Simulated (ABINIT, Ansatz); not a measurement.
**A GW chain in ABINIT: Al2O3 (Corundum)**

Wanted: ground state, empty states, screening and self-energy for Al2O3 (Corundum).

Program: ABINIT 10.8.3. Level of theory: PBE and many-body steps on it, plane waves. Values are calculated unless marked as measured.

**The experiments to reproduce.**

- Gap 8.7 eV: optical band gap of host from absorption; optical absorption, quoted from earlier work; bulk crystal (high-purity reference sample) (quoted in “Multi-petahertz electron interference in Cr:Al2O3 solid-state material”, 2018, pmc:5906618).

## (1) The system as given

The structure is trigonal, space group R-3c (No. 167). Conventional cell: a = 4.760 Å, b = 4.760 Å, c = 12.996 Å, α = 90.00°, β = 90.00°, γ = 120.00°. Nearest to Al lie 6 O at 1.85 to 1.97 Å. Nearest to O lie 4 Al at 1.85 to 1.97 Å. Farther neighbours, and contacts between anions beyond the nearest, are not listed.

The cell and positions come from the Crystallography Open Database and are kept as given unless a step says otherwise.

## (2) Ground state

This step: ABINIT 10.8.3; DFT, PBE, plane waves, norm-conserving pseudopotentials.

The ground-state density comes first.

run.abi

```
acell 3*1.0 Angstrom
rprim 
  2.380249999995 1.374237978213 4.331866666707
  -2.380249999995 1.374237978213 4.331866666707
  -0.000000000000 -2.748475956495 4.331866666685
ntypat 2
znucl 13 8
natom 10
typat 1 1 1 1 2 2 2 2 2 2
xred 
  0.352160000000 0.352160000000 0.352160000000
  0.147840000000 0.147840000000 0.147840000000
  0.647840000000 0.647840000000 0.647840000000
  0.852160000000 0.852160000000 0.852160000000
  0.556680000000 0.943320000000 0.250000000000
  0.250000000000 0.556680000000 0.943320000000
  0.943320000000 0.250000000000 0.556680000000
  0.443320000000 0.056680000000 0.750000000000
  0.750000000000 0.443320000000 0.056680000000
  0.056680000000 0.750000000000 0.443320000000
pp_dirpath "pseudos"
pseudos "Al.upf, O.upf"
ecut 36
ngkpt 6 6 6
nshiftk 1
shiftk 0 0 0
kptopt 1
chksymbreak 0
nband 33
occopt 1
tolvrs 1e-10
nstep 60
prtwf 0
optforces 0
optstress 0
indata_prefix "in"
outdata_prefix "out"
tmpdata_prefix "tmp"
```

Command:

```
> OMP_NUM_THREADS=1 mpirun -n 4 abinit run.abi > log
```

What it wrote:

```text
.Version 10.8.3 of ABINIT. v10.8.2 released Aug 2026.

 Symmetries : space group R-3 c (#167); Bravais hR (rhombohedral)
================================================================================
 Values of the parameters that define the memory need of the present run
     intxc =       0    ionmov =       0      iscf =       7    lmnmax =       6
     lnmax =       6     mgfft =      54  mpssoang =       3    mqgrid =    3001
     natom =      10  nloc_mem =       1    nspden =       1   nspinor =       1
    nsppol =       1      nsym =      12    n1xccc =    2501    ntypat =       2
    occopt =       1   xclevel =       2
-    mband =          33        mffmem =           1         mkmem =           8
       mpw =        5939          nfft =      157464          nkpt =          32
================================================================================
  Rough estimation (10% accuracy) of disk space for files :
================================================================================

--------------------------------------------------------------------------------
------------- Echo of variables that govern the present computation ------------
--------------------------------------------------------------------------------
 -outvars: echo values of preprocessed input variables --------
            acell      1.8897261259E+00  1.8897261259E+00  1.8897261259E+00 Bohr

      chksymbreak           0
             ecut      3.60000000E+01 Hartree
-          fftalg         312

              ixc     -101130
              kpt      0.00000000E+00  0.00000000E+00  0.00000000E+00
                       1.66666667E-01  0.00000000E+00  0.00000000E+00
                       3.33333333E-01  0.00000000E+00  0.00000000E+00
                       5.00000000E-01  0.00000000E+00  0.00000000E+00
                       1.66666667E-01  1.66666667E-01  0.00000000E+00
                       3.33333333E-01  1.66666667E-01  0.00000000E+00
                       5.00000000E-01  1.66666667E-01  0.00000000E+00
                      -3.33333333E-01  1.66666667E-01  0.00000000E+00
                      -1.66666667E-01  1.66666667E-01  0.00000000E+00
   [... 21 further rows ...]
                      -3.33333333E-01  5.00000000E-01  3.33333333E-01
                       5.00000000E-01  5.00000000E-01  5.00000000E-01
         kptrlatt        6    0    0      0    6    0      0    0    6
          kptrlen      5.39762473E+01
P           mkmem           8
            natom          10
            nband          33
            ngfft          54      54      54
             nkpt          32
            nstep          60
             nsym          12
           ntypat           2
              occ      2.000000  2.000000  2.000000  2.000000  2.000000  2.000000
                       2.000000  2.000000  2.000000  2.000000  2.000000  2.000000
                       2.000000  2.000000  2.000000  2.000000  2.000000  2.000000
                       2.000000  2.000000  2.000000  2.000000  2.000000  2.000000
                       0.000000  0.000000  0.000000  0.000000  0.000000  0.000000
[...]
optforces           0
        optstress           0
            prtwf           0
            rprim      2.3802500000E+00  1.3742379782E+00  4.3318666667E+00
[...]
spgroup         167

           tolvrs      1.00000000E-10

             xred      3.5216000000E-01  3.5216000000E-01  3.5216000000E-01
[...]
znucl       13.00000    8.00000

================================================================================

 chkinp: Checking input parameters for consistency.

================================================================================
== DATASET  1 ==================================================================
-   mpi_nproc: 4, omp_nthreads: 1 (-1 if OMP is not activated)

--- !DatasetInfo
iteration_state: {dtset: 1, }
dimensions: {natom: 10, nkpt: 32, mband: 33, nsppol: 1, nspinor: 1, nspden: 1, mpw: 5939, }
cutoff_energies: {ecut:  36.0, pawecutdg:  -1.0, }
electrons: {nelect:   4.80000000E+01, charge:   0.00000000E+00, occopt:   1.00000000E+00, tsmear:   1.00000000E-02, }

 Real(R)+Recip(G) space primitive vectors, cartesian coordinates (Bohr,Bohr^-1):
 R(1)=  4.4980206  2.5969334  8.1860416  G(1)=  0.1111600  0.0641783  0.0407197
 R(2)= -4.4980206  2.5969334  8.1860416  G(2)= -0.1111600  0.0641783  0.0407197
 R(3)=  0.0000000 -5.1938668  8.1860416  G(3)=  0.0000000 -0.1283565  0.0407197
 Unit cell volume ucvol=  5.7372986E+02 bohr^3
 Angles (23,13,12)=  5.52866708E+01  5.52866708E+01  5.52866708E+01 degrees

 getcut: wavevector=  0.0000  0.0000  0.0000  ngfft=  54  54  54
         ecut(hartree)=     36.000   => boxcut(ratio)=   2.06269

--- Pseudopotential description ------------------------------------------------
- Al Generated using ONCVPSP code by D. R. Hamann
- 13.00000   3.00000  171031                  znucl, zion, pspdat
12 -101130 2 -1 1876                          pspcod,pspxc,lmax,lloc,mmax
     nproj     2     2     2
  pspatm : epsatm=    4.08140545
         --- l  ekb(1:nproj) -->
[...]
pspatm: atomic psp has been read  and splines computed

- O Generated using ONCVPSP code by D. R. Hamann
-  8.00000   6.00000  171031                  znucl, zion, pspdat
12 -101130 2 -1 936                           pspcod,pspxc,lmax,lloc,mmax
     nproj     2     2     1
  pspatm : epsatm=    6.19545534
         --- l  ekb(1:nproj) -->
[...]
2   -1.331955
 pspatm: atomic psp has been read  and splines computed

   2.56792098E+03                                ecore*ucvol(ha*bohr**3)
--------------------------------------------------------------------------------

_setup2: Arith. and geom. avg. npw (full set) are    5919.005    5918.995

================================================================================

--- !BeginCycle
iteration_state: {dtset: 1, }
solver: {iscf: 7, nstep: 60, nline: 4, wfoptalg: 0, }
tolerances: {tolvrs: 1.00E-10, }

     iter   Etot(hartree)      deltaE(h)  residm     vres2
 ETOT  1  -108.56861779561    -1.086E+02 9.232E-02 1.524E+03
 ETOT  2  -108.71438328984    -1.458E-01 4.345E-02 1.233E+03
 ETOT  3  -109.11643316919    -4.020E-01 1.922E-02 4.671E+00
 ETOT  4  -109.11824809159    -1.815E-03 6.059E-03 1.559E-02
 ETOT  5  -109.11825252940    -4.438E-06 3.205E-03 9.578E-04
 ETOT  6  -109.11825269330    -1.639E-07 2.573E-03 5.364E-06
 ETOT  7  -109.11825269392    -6.176E-10 8.856E-04 4.549E-07
 ETOT  8  -109.11825269401    -8.500E-11 8.923E-04 1.067E-08
 ETOT  9  -109.11825269401    -3.126E-13 3.660E-04 2.557E-10
 ETOT 10  -109.11825269401    -2.785E-12 2.600E-04 1.040E-11

 At SCF step   10       vres2   =  1.04E-11 < tolvrs=  1.00E-10 =>converged.

--- !ResultsGS
iteration_state: {dtset: 1, }
comment   : Summary of ground state results
lattice_vectors:
- [  4.4980206,   2.5969334,   8.1860416, ]
- [ -4.4980206,   2.5969334,   8.1860416, ]
- [ -0.0000000,  -5.1938668,   8.1860416, ]
lattice_lengths: [   9.69472,    9.69472,    9.69472, ]
lattice_angles: [ 55.287,  55.287,  55.287, ] # degrees, (23, 13, 12)
lattice_volume:   5.7372986E+02
convergence: {deltae: -2.785E-12, res2:  1.040E-11, residm:  2.600E-04, diffor:  0.000E+00, }
etotal    :  -1.09118253E+02
entropy   :   0.00000000E+00
fermie    :   1.90422253E-01
cartesian_stress_tensor: null
pressure_GPa: null
xred      :
- [  3.5216E-01,   3.5216E-01,   3.5216E-01, Al]
- [  1.4784E-01,   1.4784E-01,   1.4784E-01, Al]
- [  6.4784E-01,   6.4784E-01,   6.4784E-01, Al]
- [  8.5216E-01,   8.5216E-01,   8.5216E-01, Al]
- [  5.5668E-01,   9.4332E-01,   2.5000E-01,  O]
- [  2.5000E-01,   5.5668E-01,   9.4332E-01,  O]
- [  9.4332E-01,   2.5000E-01,   5.5668E-01,  O]
- [  4.4332E-01,   5.6680E-02,   7.5000E-01,  O]
- [  7.5000E-01,   4.4332E-01,   5.6680E-02,  O]
- [  5.6680E-02,   7.5000E-01,   4.4332E-01,  O]
cartesian_forces: null
force_length_stats: {min: null, max: null, mean: null, }

 Integrated electronic density in atomic spheres:
 ------------------------------------------------
 Atom  Sphere_radius  Integrated_density
[...]
================================================================================

 ----iterations are completed or convergence reached----

 Mean square residual over all n,k,spin=   27.214E-07; max=  26.000E-05
 reduced coordinates (array xred) for   10 atoms
[...]
0.250000      0.556680      0.943320
       0.943320      0.250000      0.556680
       0.443320      0.056680      0.750000
       0.750000      0.443320      0.056680
       0.056680      0.750000      0.443320
 rms dE/dt=  0.0000E+00; max dE/dt=  0.0000E+00; dE/dt below (all hartree)
    1       0.000000      0.000000      0.000000
    2       0.000000      0.000000      0.000000
    3       0.000000      0.000000      0.000000
    4       0.000000      0.000000      0.000000
    5       0.000000      0.000000      0.000000
    6       0.000000      0.000000      0.000000
    7       0.000000      0.000000      0.000000
    8       0.000000      0.000000      0.000000
    9       0.000000      0.000000      0.000000
   10       0.000000      0.000000      0.000000

 cartesian coordinates (angstrom) at end:
[...]
6     -0.729975    -1.484122     7.580767
    7      1.650275     0.109884     7.580767
    8      0.920300    -1.374238     5.414833
    9      0.729975     1.484122     5.414833
   10     -1.650275    -0.109884     5.414833
 length scales=  1.889726  1.889726  1.889726 bohr
              =  1.000000  1.000000  1.000000 angstroms
 prteigrs : about to open file out_EIG
 Fermi (or HOMO) energy (hartree) =   0.19042   Average Vxc (hartree)=  -0.42200
 Eigenvalues (hartree) for nkpt=  32  k points:
 kpt#   1, nband= 33, wtk=  0.00463, kpt=  0.0000  0.0000  0.0000 (reduced coord)
  -0.51404   -0.42818   -0.41791   -0.41791   -0.40624   -0.40624   -0.06247   -0.02571
  -0.01292   -0.01292    0.02849    0.03206    0.03206    0.06905    0.08213    0.13786
   0.13786    0.14281    0.14281    0.17247    0.17247    0.18878    0.18878    0.19042
   0.42070    0.52806    0.58648    0.61540    0.61540    0.62103    0.64669    0.64670
   0.64831
 prteigrs : prtvol=0 or 1, do not print more k-points.

--- !EnergyTerms
iteration_state     : {dtset: 1, }
comment             : Components of total free energy in Hartree
kinetic             :  7.206821E+01
hartree             :  2.667346E+01
xc                  : -3.019083E+01
Ewald energy        : -8.811497E+01
psp_core            :  4.475836E+00
local_psp           : -7.930928E+01
non_local_psp       : -1.472068E+01
total_energy        : -1.091183E+02
total_energy_eV     : -2.969259E+03
band_energy         : -2.030563E+00

== END DATASET(S) ==============================================================
================================================================================

 -outvars: echo values of variables after computation  --------
           etotal     -1.0911825269E+02
            nband          33
             nkpt          32
          spgroup         167
 [... the other variables as echoed above ...]

 Calculation completed.
```

Elapsed: 84 s, on 4 MPI ranks of Arm Neoverse V1, shared host; peak memory 0.48 GiB; 5.6 min of CPU time.

Read from the output:

| Property | Result |
| --- | --- |
| total energy | -2969.2589 eV |
| gap | 6.266 eV |
| k of the valence top | 0, 0, 0 |
| k of the conduction bottom | 0, 0, 0 |
| least direct gap | 6.266 eV |

The gap is direct, at Γ.

## (3) Empty states on the mesh, 2×2×2 mesh, 71 bands

The sums over transitions need many empty states on a uniform mesh; this step solves for them.

Changes to run.abi since step 2:

```diff
@@ -23,3 +23,3 @@
 ecut 36
-ngkpt 6 6 6
+ngkpt 2 2 2
 nshiftk 1
@@ -28,9 +28,10 @@
 chksymbreak 0
-nband 33
-occopt 1
-tolvrs 1e-10
+iscf -2
+irdden 1
+istwfk *1
+nband 71
+nbdbuf 6
+tolwfr 1e-09
 nstep 60
-prtwf 0
-optforces 0
-optstress 0
+prtvol 0
 indata_prefix "in"
```

What it wrote:

```text
.Version 10.8.3 of ABINIT. v10.8.2 released Aug 2026.

 Symmetries : space group R-3 c (#167); Bravais hR (rhombohedral)
[... echo of the input left out ...]
== DATASET  1 ==================================================================
-   mpi_nproc: 4, omp_nthreads: 1 (-1 if OMP is not activated)

--- !DatasetInfo
iteration_state: {dtset: 1, }
dimensions: {natom: 10, nkpt: 4, mband: 71, nsppol: 1, nspinor: 1, nspden: 1, mpw: 5936, }
cutoff_energies: {ecut:  36.0, pawecutdg:  -1.0, }
electrons: {nelect:   4.80000000E+01, charge:   0.00000000E+00, occopt:   1.00000000E+00, tsmear:   1.00000000E-02, }

 Real(R)+Recip(G) space primitive vectors, cartesian coordinates (Bohr,Bohr^-1):
 R(1)=  4.4980206  2.5969334  8.1860416  G(1)=  0.1111600  0.0641783  0.0407197
 R(2)= -4.4980206  2.5969334  8.1860416  G(2)= -0.1111600  0.0641783  0.0407197
 R(3)=  0.0000000 -5.1938668  8.1860416  G(3)=  0.0000000 -0.1283565  0.0407197
 Unit cell volume ucvol=  5.7372986E+02 bohr^3
 Angles (23,13,12)=  5.52866708E+01  5.52866708E+01  5.52866708E+01 degrees

 getcut: wavevector=  0.0000  0.0000  0.0000  ngfft=  54  54  54
         ecut(hartree)=     36.000   => boxcut(ratio)=   2.06269

--- Pseudopotential description ------------------------------------------------
- Al Generated using ONCVPSP code by D. R. Hamann
- 13.00000   3.00000  171031                  znucl, zion, pspdat
12 -101130 2 -1 1876                          pspcod,pspxc,lmax,lloc,mmax
     nproj     2     2     2
  pspatm : epsatm=    4.08140545
         --- l  ekb(1:nproj) -->
             0    5.126667    0.728291
             1    7.287548    0.832437
             2   -2.770497   -0.637722
 pspatm: atomic psp has been read  and splines computed

- O Generated using ONCVPSP code by D. R. Hamann
-  8.00000   6.00000  171031                  znucl, zion, pspdat
12 -101130 2 -1 936                           pspcod,pspxc,lmax,lloc,mmax
     nproj     2     2     1
  pspatm : epsatm=    6.19545534
         --- l  ekb(1:nproj) -->
[...]
2   -1.331955
 pspatm: atomic psp has been read  and splines computed

--------------------------------------------------------------------------------

================================================================================
 prteigrs : about to open file out_EIG
 Non-SCF case, kpt    1 (  0.00000  0.00000  0.00000), residuals and eigenvalues=
  3.87E-10  3.11E-10  3.35E-10  8.18E-10  3.65E-10  7.27E-10  4.18E-10  7.36E-10
  3.23E-10  7.49E-10  1.87E-10  1.54E-10  5.62E-10  4.49E-10  5.49E-10  3.95E-10
  7.34E-10  4.93E-10  7.85E-10  4.88E-10  8.89E-10  2.26E-10  4.05E-10  6.97E-10
[...]
5.97E-10  7.04E-10  4.35E-08  4.44E-07  4.24E-07  1.93E-06  1.09E-03
 -5.1404E-01 -4.2818E-01 -4.1791E-01 -4.1791E-01 -4.0624E-01 -4.0624E-01
 -6.2473E-02 -2.5715E-02 -1.2918E-02 -1.2918E-02  2.8486E-02  3.2059E-02
  3.2059E-02  6.9048E-02  8.2134E-02  1.3786E-01  1.3786E-01  1.4281E-01
[...]
1.0747E+00  1.0765E+00  1.0765E+00  1.0932E+00  1.1800E+00  1.1800E+00
  1.1836E+00  1.2255E+00  1.2255E+00  1.2631E+00  1.2631E+00  1.2924E+00
  1.3324E+00  1.3324E+00  1.3690E+00  1.3690E+00  1.4382E+00
 prteigrs : prtvol=0 or 1, do not print more k-points.

--- !ResultsGS
iteration_state: {dtset: 1, }
comment   : Summary of ground state results
lattice_vectors:
- [  4.4980206,   2.5969334,   8.1860416, ]
- [ -4.4980206,   2.5969334,   8.1860416, ]
- [ -0.0000000,  -5.1938668,   8.1860416, ]
lattice_lengths: [   9.69472,    9.69472,    9.69472, ]
lattice_angles: [ 55.287,  55.287,  55.287, ] # degrees, (23, 13, 12)
lattice_volume:   5.7372986E+02
convergence: {deltae:  0.000E+00, res2:  0.000E+00, residm:  9.815E-10, diffor:  0.000E+00, }
etotal    :  -1.09118253E+02
entropy   :   0.00000000E+00
fermie    :   1.90422253E-01
cartesian_stress_tensor: null
pressure_GPa: null
xred      :
- [  3.5216E-01,   3.5216E-01,   3.5216E-01, Al]
- [  1.4784E-01,   1.4784E-01,   1.4784E-01, Al]
- [  6.4784E-01,   6.4784E-01,   6.4784E-01, Al]
- [  8.5216E-01,   8.5216E-01,   8.5216E-01, Al]
- [  5.5668E-01,   9.4332E-01,   2.5000E-01,  O]
- [  2.5000E-01,   5.5668E-01,   9.4332E-01,  O]
- [  9.4332E-01,   2.5000E-01,   5.5668E-01,  O]
- [  4.4332E-01,   5.6680E-02,   7.5000E-01,  O]
- [  7.5000E-01,   4.4332E-01,   5.6680E-02,  O]
- [  5.6680E-02,   7.5000E-01,   4.4332E-01,  O]
cartesian_forces: null
force_length_stats: {min: null, max: null, mean: null, }

 Integrated electronic density in atomic spheres:
 ------------------------------------------------
 Atom  Sphere_radius  Integrated_density
[...]
================================================================================

 ----iterations are completed or convergence reached----

 Mean square residual over all n,k,spin=   48.502E-11; max=  98.152E-11
 reduced coordinates (array xred) for   10 atoms
[...]
0.750000      0.443320      0.056680
       0.056680      0.750000      0.443320

 cartesian coordinates (angstrom) at end:
    1      0.000000    -2.43e-11     4.576530
    2      0.000000    -1.02e-11     1.921270
    3     -0.000000    -4.47e-11     8.419070
[...]
9      0.729975     1.484122     5.414833
   10     -1.650275    -0.109884     5.414833
 length scales=  1.889726  1.889726  1.889726 bohr
              =  1.000000  1.000000  1.000000 angstroms
 prteigrs : about to open file out_EIG
 Eigenvalues (hartree) for nkpt=   4  k points:
 kpt#   1, nband= 71, wtk=  0.12500, kpt=  0.0000  0.0000  0.0000 (reduced coord)
[...]
0.94148    0.94148    0.96383    0.96383    1.06785    1.06785    1.07468    1.07655
   1.07655    1.09323    1.17996    1.17996    1.18365    1.22554    1.22554    1.26313
   1.26313    1.29239    1.33236    1.33236    1.36899    1.36899    1.43824
 prteigrs : prtvol=0 or 1, do not print more k-points.

== END DATASET(S) ==============================================================
================================================================================

 -outvars: echo values of variables after computation  --------
            nband          71
             nkpt           4
          spgroup         167
 [... the other variables as echoed above ...]

 Calculation completed.
```

It took 15 s on 4 MPI ranks; peak memory 0.33 GiB; 60 s of CPU time.

Numbers from this step:

* gap: 6.266 eV
* k of the valence top: 0, 0, 0
* k of the conduction bottom: 0, 0, 0
* least direct gap: 6.266 eV
* k points computed: 4
* lowest point of the top converged band, above the valence top: 29.19 eV

On this mesh the gap is 6.266 eV.

(Continued in part 2 of 2.)

[Long decimals in the printed logs are rounded to 6 places.]

[Logs are printed without paths, hosts, clocks, repeated set-up lines and the standing remarks that a program may print on its own settings, such as how far it seeks lower states.]

[Paths, hosts, dates, memory and timing lines, banners, echoed tables and standing remarks are left out of the program output; an Ansatz launch command may be rebuilt from the run's recorded settings. Measured values are a selection of at most five: reports struck by readers or far from the other reports are left out. None is set beside runs whose start may be inverted or whose files or cutoffs have a known fault.]

[Runs of the session that timed out or met a known fault of the program may be left out.]

[Hosts, paths, dates, database ids (printed as entryN), source tags and the programs' standing remarks are cut or masked in the printed files.]

[G0W0 gaps are taken among the corrected bands and points alone; a level outside them can change the order at an edge.]

[Where Ansatz stands beside ABINIT at settings called matched, ABINIT's density can come from a denser mesh and the files from another edition; pairs whose starting gaps differed by over 0.03 eV were left out, so agreement reads better than it is.]
